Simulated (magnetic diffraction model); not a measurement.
# Which magnetic order? Ba9Pr2S12

Space group C2/m (no. 12), a = 7.8850 Å, b = 13.4980 Å, c = 14.6180 Å, β = 100.07°.

| site | atom | x | y | z |
| --- | --- | --- | --- | --- |
| 4g | Pr | 1/2 | 0.1664 | 0 |
| 8j | Ba | 0.2380 | 0.1625 | 0.2387 |
| 4h | Ba | 1/2 | 0.6656 | 1/2 |
| 4i | Ba | 0.7649 | 0 | 0.2407 |
| 2d | Ba | 1/2 | 0 | 1/2 |
| 8j | S | 0.3619 | 0.6843 | 0.1106 |
| 8j | S | 0.6288 | 0.1661 | 0.3709 |
| 4i | S | 0.4003 | 0 | 0.1096 |
| 4i | S | 0.1281 | 0 | 0.3705 |

This is a made-up structure (elements placed in a structure type, unrelaxed), so the numbers test the method and describe no known phase.

Only Pr is taken to order (form factors of Pr3+); orders and moment sizes are assumed, and not adapted to the symmetry. Radiation: neutrons of λ = 1.909 Å, 1.5° to 30°; isotropic B of 0.4 Å² (Pr), 0.41 Å² (Ba) and 0.5 Å² (S). The intensities are simulated: I ∝ L Σ (|F_N|² + |F_M⊥|²) for unpolarised neutrons, with F_M = 2.695 fm/μB × Σ f(s) S exp(2πi Q·r) exp(−B s²) at Q = H ± k (one set where k and −k are equivalent), only the part normal to Q counting and L = 1/(sin²θ cos θ). For a modulated order the moment at position r is S exp(−2πi k·r) + c.c., with S = m/2 for a sine wave of amplitude m and S = m(u + iv)/2 for moments turning in a plane, u and v being orthogonal unit vectors in it; the phase factor of the sum at Q = H + k is then exp(2πi H·r). Form factors are spin-only for 3d ions and dipole or tabulated for f ions, scattering lengths are Sears's of 1992, and absorption is left out. A label names one of the reflections at its angle. The strongest nuclear line in the range is 100, and lines under 0.2 are left out.

Above the ordering temperature:

```
2θ (°)     index      I
  7.61   (0 0 1)   23.3
 15.24   (0 0 2)   10.6
 16.26   (0 2 0)   22.1
 16.31   (1 1 0)   29.3
 16.93  (1 1 -1)   41.4
 17.97   (0 2 1)   48.5
 19.04   (1 1 1)   41.1
 20.61  (1 1 -2)   38.6
 22.36   (0 2 2)   26.0
 22.95   (0 0 3)   20.7
 24.05   (1 1 2)   32.4
 26.14  (1 1 -3)   13.3
 28.15  (2 0 -1)    5.6
 28.26   (0 2 3)    5.6
 28.39   (1 3 0)   20.4
 28.47   (2 0 0)   10.5
 28.76  (1 3 -1)   21.0
 29.92  (2 0 -2)  100.0
```

Below it (cell unchanged):

```tsv
2θ (°)	I
7.61	23.3
13.25	23.8
15.03	37.6
15.24	10.6
15.29	44.4
15.70	37.1
16.26	22.1
16.31	29.3
16.93	41.4
17.96	33.5
17.97	48.5
18.01	25.8
18.57	25.6
19.04	41.1
19.29	11.1
19.61	30.3
20.25	31.4
20.52	24.0
20.61	38.6
20.76	21.6
21.99	22.4
22.36	26.0
22.95	20.7
23.19	23.8
24.05	32.4
24.68	18.4
25.25	18.8
25.35	20.6
26.14	13.3
26.59	19.8
27.26	16.8
28.15	5.6
28.26	5.6
28.39	20.4
28.47	10.5
28.76	21.0
```
(The table stops after 36 lines; 3 more lie at higher angle.)

**Question.** Find the propagation vector, then choose among these models:
A. a sine wave with moments along [010] (amplitudes given), 2 μB on Pr; signs + at (1/2, 0.1664, 0), − at (1/2, 0.8336, 0)
B. moments turning in the plane of [001] and [100], 2 μB on Pr; signs + at (1/2, 0.1664, 0), − at (1/2, 0.8336, 0)
C. a sine wave with moments along [001] (amplitudes given), 2 μB on Pr; signs + at (1/2, 0.1664, 0), − at (1/2, 0.8336, 0)
D. moments turning in the plane of [010] and [100], 2 μB on Pr; signs + at (1/2, 0.1664, 0), − at (1/2, 0.8336, 0)

The new lines index as (0 1.631 0) at 13.25°, (1 0.631 0) at 15.03°, (0 1.631 1) at 15.29° and (1 0.631 -1) at 15.70°, that is as H ± k with k = (0 0.369 0). Satellites come in pairs about each point of the reciprocal lattice.

Magnetic intensity, observed (below minus above) and for each model:

| 2θ (°) | index | observed | A | B | C | D |
| --- | --- | --- | --- | --- | --- | --- |
| 13.25 | (0 1.631 0) | 23.8 | <0.2 | 47.6 | 23.8 | 23.8 |
| 15.29 | (0 1.631 1) | 44.4 | 8.8 | 62.3 | 27.0 | 44.4 |
| 18.01 | (1 1.369 0) | 25.8 | 15.6 | 35.0 | 25.3 | 25.8 |
| 19.29 | (0 2.369 0) | 11.1 | <0.2 | 22.1 | 11.1 | 11.1 |
| 19.61 | (1 0.631 -2) | 30.3 | 19.8 | 22.7 | 8.8 | 30.3 |
| 20.25 | (0 1.631 2) | 31.4 | 11.4 | 28.6 | 9.0 | 31.4 |
| 20.76 | (0 2.369 1) | 21.6 | 2.6 | 35.4 | 16.5 | 21.6 |
| 25.35 | (1 0.631 -3) | 20.6 | 11.9 | 13.0 | 2.5 | 20.6 |

Model D matches.

The structure used: k = (0 0.369 0), moments turning in the plane of [010] and [100], 2 μB on Pr; signs + at (1/2, 0.1664, 0), − at (1/2, 0.8336, 0).

[Logs are printed without paths, hosts, clocks, repeated set-up lines and the standing remarks that a program may print on its own settings, such as how far it seeks lower states.]
